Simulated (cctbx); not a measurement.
# Resonant diffraction in CrHg12

Space group I4/mmm (no. 139), a = 10.0410 Å, b = 10.0410 Å, c = 5.9590 Å, α = 90.00°, β = 90.00°, γ = 90.00°.

```
atom  mult.    x       y    z  Ueq (Å²)
 Hg1      8    0  0.2222  1/2    0.0217
 Hg2      8    0  0.6426    0    0.0147
 Hg3      8  1/4     3/4  1/4    0.0137
 Cr1      2    0       0    0    0.0279
```

The model was made for the exercise: a known structure type with other elements put in, its volume estimated, not relaxed; displacement parameters are assumed.

Calculated with cctbx: free-atom f′ and f″ from the Sasaki tables, no fine structure; amplitudes in electrons.

| E (eV) | F 0 2 0 | F 0 0 2 | F 2 2 0 | F 2 0 2 |
| --- | --- | --- | --- | --- |
| 5389 | 296.1 | 554.6 | 43.1 | 740.3 |
| 5739 | 297.3 | 552.7 | 44.4 | 738.1 |
| 5869 | 298.5 | 551.1 | 45.7 | 736.4 |
| 5929 | 299.8 | 549.6 | 46.9 | 734.8 |
| 5959 | 301.2 | 548.2 | 48.3 | 733.4 |
| 5974 | 302.6 | 546.8 | 49.6 | 732.1 |
| 5981 | 303.8 | 545.6 | 50.8 | 730.9 |
| 5985 | 305.2 | 544.3 | 52.1 | 729.6 |
| 5993 | 304.6 | 544.9 | 51.5 | 730.2 |
| 5997 | 302.9 | 546.5 | 49.9 | 731.7 |
| 6004 | 301.4 | 547.8 | 48.4 | 733.0 |
| 6019 | 299.8 | 549.3 | 46.9 | 734.4 |
| 6049 | 298.2 | 550.7 | 45.3 | 735.7 |
| 6139 | 296.0 | 552.4 | 43.2 | 737.3 |
| 6389 | 293.4 | 553.5 | 41.0 | 738.0 |

**Question.** Which edge is crossed, and why do the reflections move as they do?

The K edge of Cr. The edge is at 5989 eV. f′ of Cr falls from -3.7 e at 5869 eV to -7.2 e at 4 eV below it, and f″ steps from 0.46 to 3.96 e across it. Over that approach |F| changes by +2 % (0 2 0), -1 % (0 0 2), +14 % (2 2 0) and -1 % (2 0 2): a reflection falls where Cr scatters in phase with the total and rises where it scatters against it; it hardly moves where the Cr term is small or cancels by symmetry. Above the edge the larger f″ enters the imaginary part, where it can add to or cancel the other atoms' f″. The structure is centrosymmetric, so Friedel mates stay equal.

[Logs are printed without paths, hosts, clocks, repeated set-up lines and the standing remarks that a program may print on its own settings, such as how far it seeks lower states.]
